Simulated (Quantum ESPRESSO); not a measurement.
BN (P6_3/mmc), N K edge of atom 1, with 3 B at 1.44 Å (trigonal planar, site symmetry -6m2). Method: Quantum ESPRESSO XSpectra, LDA, full core hole (charged cell), 16-atom cell with 5.0 Å between holes, 5×5×4 k points, dipole transitions, Lorentzian half width 0.3 eV up to 4 eV, rising linearly to 2.5 eV at 25 eV (counted from xe0, 1.4 eV below the zero used here).

```
N B
1.0
     2.49824    0.00000    0.00000
    -1.24912    2.16354    0.00000
     0.00000    0.00000    6.63570
N B
2 2
Cartesian
  1.2491 0.7212 1.6589
  0.0000 1.4424 4.9768
  1.2491 0.7212 4.9768
  0.0000 1.4424 1.6589
```

Energy from the lowest empty level; a common scale on which the isotropic spectrum has a mean of 1 over the first 20 eV.

```csv
E (eV),curve 1,curve 2
-2.0,0.08,0.02
-1.4,0.13,0.03
-0.8,0.24,0.03
-0.2,0.74,0.03
0.4,2.06,0.04
1.0,1.99,0.06
1.6,2.64,0.09
2.2,1.45,0.16
2.8,1.37,0.24
3.4,1.00,0.38
4.0,1.02,0.60
4.6,0.94,0.97
5.2,1.00,1.49
5.8,0.69,2.03
6.4,0.47,2.53
7.0,0.47,2.58
7.6,0.53,2.34
8.2,0.52,2.07
8.8,0.45,1.81
9.4,0.41,1.55
10.0,0.38,1.35
10.6,0.34,1.26
11.2,0.32,1.28
11.8,0.31,1.32
12.4,0.31,1.37
13.0,0.34,1.43
13.6,0.40,1.49
14.2,0.48,1.46
14.8,0.55,1.31
15.4,0.60,1.11
16.0,0.64,0.92
16.6,0.68,0.77
17.2,0.71,0.66
17.8,0.74,0.58
18.4,0.75,0.53
19.0,0.72,0.51
19.6,0.66,0.49
20.2,0.59,0.49
20.8,0.53,0.48
21.4,0.48,0.47
22.0,0.45,0.45
22.6,0.42,0.42
23.2,0.41,0.40
23.8,0.41,0.38
24.4,0.42,0.36
25.0,0.44,0.35
25.6,0.47,0.33
26.2,0.50,0.32
26.8,0.53,0.30
27.4,0.56,0.29
28.0,0.58,0.28
28.6,0.60,0.28
29.2,0.60,0.28
29.8,0.60,0.28
30.4,0.57,0.29
31.0,0.54,0.31
31.6,0.50,0.32
```

The database entry behind the starting cell differs from later determinations by our own check (about 0.3 % short, minor phase), so it need not match the best structure at ambient conditions.

The curves are for the electric vector along different Cartesian axes of the cell as given, averaged over the symmetry-equivalent atoms. Which is which?

Curve 1: along z (c), main maxima 0.5 eV (2.13), 1.7 eV (2.73) and 2.6 eV (1.46). Curve 2: along x (⊥ c) (the other in-plane axis gives the same curve within 3 %), main maxima 6.8 eV (2.62) and 13.7 eV (1.49). A K edge sees empty p states; at this planar three-fold site the curve for the electric vector normal to the plane peaks at 1.7 eV, where it is mainly π* that absorbs: that direction carries over 70 % of the weight there. Each direction probes the empty orbitals that point along it. The holes are only 5.0 Å apart, so the shape is probably not converged with cell size; no larger cell was run here. Lifetime broadening is put in by hand, and intensities beyond about 20 eV depend on it and on the partial waves; weight that the partial waves miss at high energy is lost.

[Banner, clock and machine lines of the logs are left out without a mark of their own.]

[Logs are printed without paths, hosts, clocks, repeated set-up lines and the standing remarks that a program may print on its own settings, such as how far it seeks lower states.]

[Hosts, paths, dates, database ids (printed as entryN), source tags and the programs' standing remarks are cut or masked in the printed files.]

[Lists of maxima count a maximum above −3 eV only where it reaches 4 % of the highest in the window and stands out from its surroundings by 2 % of it (1.5 % where it reaches 55 %); shoulders and weaker maxima are passed over, and of the rest the first, up to two pre-edge ones and the few strongest are named.]
